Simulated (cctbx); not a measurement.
## Accept or mend?

Cell a = 6.5980 Å, b = 6.5980 Å, c = 3.6860 Å, α = 90.00°, β = 90.00°, γ = 120.00°; space group P-62m (no. 189).

The data are simulated with cctbx, not measured: synchrotron X-rays, λ = 0.4959 Å, to d = 0.8 Å, 70 % of the full sphere, strongest reflection 70000 counts, noise from counting, a 6 % proportional error and a noise floor of 15 counts (s.d.); no absorption.

An anisotropic refinement with weights 1/σ² prints:

```text
Rint 0.046, 129 unique reflections to 0.80 A
cycle     R1     wR2    GooF  max shift (A)
   1  0.2869  0.6437  23.004   0.02186
   4  0.2319  0.4762  17.019   0.00017
final R1 0.2317 wR2 0.4762 GooF 17.018  parameters 10  data/parameter 12.9
atom        x        y        z      Ueq    occ   su(xyz)  su(Uiso or U11)
Ir1    0.75648  0.75648  0.00000  -0.0056  1.000  0.00128  0.0041  NPD
Sb1    0.33333  0.66667  0.00000   0.0343  1.000  0.00000  0.0162  NPD
Rh1    0.00000  0.59350  0.50000  -0.0117  1.000  0.00302  0.0071  NPD
difference map: max 113.68 min -22.11 rms 10.10
Q1    0.0000  0.0000  0.5000    1  113.70  2.45 A from Ir1
Q2    0.0000  0.2350  0.0000    3   89.11  0.06 A from Ir1
Q3    0.3333  0.6667  0.0000    2   64.15  0.00 A from Sb1
Q4    0.0000  0.7729  0.5000    3   39.41  1.18 A from Rh1
Q5    0.0000  0.5970  0.5000    3   35.59  0.02 A from Rh1
Q6    0.0723  0.4262  0.5000    6   24.95  1.40 A from Rh1
```

**Question.** Can this result stand? If not, what is the likely fault?

Mend it. The fault: an atom left out, Sb at (0, 0, 1/2). Against the right model at the same level, R1 goes from 0.0117 to 0.2317 and GooF from 0.96 to 17.02, U of Ir1 shrinks from 0.0090 to -0.0056 Å², the top difference peak, 113.7 e/Å³, lies 2.45 Å from Ir1 and Ir1, Sb1 and Rh1 go non-positive-definite. Q1 is the missing atom. With scattering power missing, scale and phases suffer, so peaks may also grow on the heavy atoms.

The compound is SbIrRh. The right model at the same level gives:

```text
Rint 0.046, 129 unique reflections to 0.80 A
cycle     R1     wR2    GooF  max shift (A)
   1  0.0188  0.0506   1.823   0.00394
   2  0.0117  0.0267   0.963   0.00000
final R1 0.0117 wR2 0.0267 GooF 0.963  parameters 12  data/parameter 10.8
atom        x        y        z      Ueq    occ   su(xyz)  su(Uiso or U11)
Ir1    0.75830  0.75830  0.00000   0.0090  1.000  0.00007  0.0002
Sb1    0.00000  0.00000  0.50000   0.0119  1.000  0.00000  0.0005
Sb2    0.33333  0.66667  0.00000   0.0167  1.000  0.00000  0.0004
Rh1    0.00000  0.59115  0.50000   0.0073  1.000  0.00017  0.0005
Flack x: 0.03(2)
Hooft y: 0.015(21)  Bijvoet pairs: 49
difference map: max 0.87 min -1.52 rms 0.24
Q1    0.0000  0.0000  0.2661    2    0.90  0.86 A from Sb1
Q2    0.0000  0.3337  0.3446    6    0.82  1.41 A from Ir1
Q3    0.0000  0.6684  0.2783    6    0.72  0.96 A from Rh1
Q4    0.0000  0.4900  0.5000    3    0.63  0.67 A from Rh1
Q5    0.0000  0.8778  0.5000    3    0.60  0.81 A from Sb1
Q6    0.2327  0.5559  0.0000    6    0.58  0.70 A from Sb2
```

The model was made for the exercise: a known structure type with other elements put in, its volume estimated, not relaxed; displacement parameters are assumed.

[Middle refinement cycles are left out of these outputs.]

[Logs are printed without paths, hosts, clocks, repeated set-up lines and the standing remarks that a program may print on its own settings, such as how far it seeks lower states.]
